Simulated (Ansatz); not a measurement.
# Time against size: (5,5) carbon nanotube bundle (80 atoms) repeated, support functions

The cell holds 80 atoms: 80 C. Its edges and angles: a = 10.081 Å, b = 10.081 Å, c = 9.840 Å, α = 90.0°, β = 90.0°, γ = 120.0°. It derives from C (graphene). Graphene sheet (a = 2.46 Å) rolled into a (5,5) tube of diameter 6.78 Å, 4 periods, hexagonal bundle with 3.3 Å between walls; not relaxed, displaced by a Gaussian of 0.02 Å.

Calculated with Ansatz 0.2.0: Kohn-Sham DFT, PBE+D3(BJ), PAW (set soft_2), localised support functions (medium); the typed cell is repeated and solved at Γ on 1 × NVIDIA H100 80GB HBM3 with 5 threads of AMD EPYC 7R13 (Zen 3), shared host.

| atoms | wall time divided by the number of SCF cycles (s) | repeats | SCF cycles |
| --- | --- | --- | --- |
| 80 | 0.1975 | 1×1×1 | 12 |
| 640 | 0.63 | 2×2×2 | 14 |
| 1440 | 1.331 | 3×3×2 | 20 |
| 3840 | ? | ? | ? |

Task: Fit a power law of the atom count to the rows given and extrapolate to the withheld row.

Worked fit:

A power law y = A x^b is a line in u = ln x and v = ln y.

| u = ln x | v = ln y |
| --- | --- |
| 4.38203 | -1.62202 |
| 6.46147 | -0.462035 |
| 7.27240 | 0.286306 |

With n = 3: mean u = 6.03863, mean v = -0.599249, Σ(u − ū)² = 4.4453, Σ(u − ū)(v − v̄) = 2.8449. Slope b = 2.8449 / 4.4453 = 0.63998; intercept a = v̄ − b ū = -4.4639.

At the withheld row u = 8.253, v = a + b u = 0.8180, and y = exp(v).

Prediction at 3840: 2.266 s. The run gave 5.558 s, so the fit is low by 3.3 s (59 % of the value).

The fitted exponent is 0.64. Between neighbouring rows, the withheld one included, the exponents are 0.56, 0.92 and 1.5, so one power law doesn't hold over the range. Among the rows given, the largest relative miss of the fit is at 640, by 0.090 s (14 %).

Limits: One run a row; fixed overheads weigh on the small cells.

[Hosts, paths, dates, database ids (printed as entryN), source tags and the programs' standing remarks are cut or masked in the printed files.]
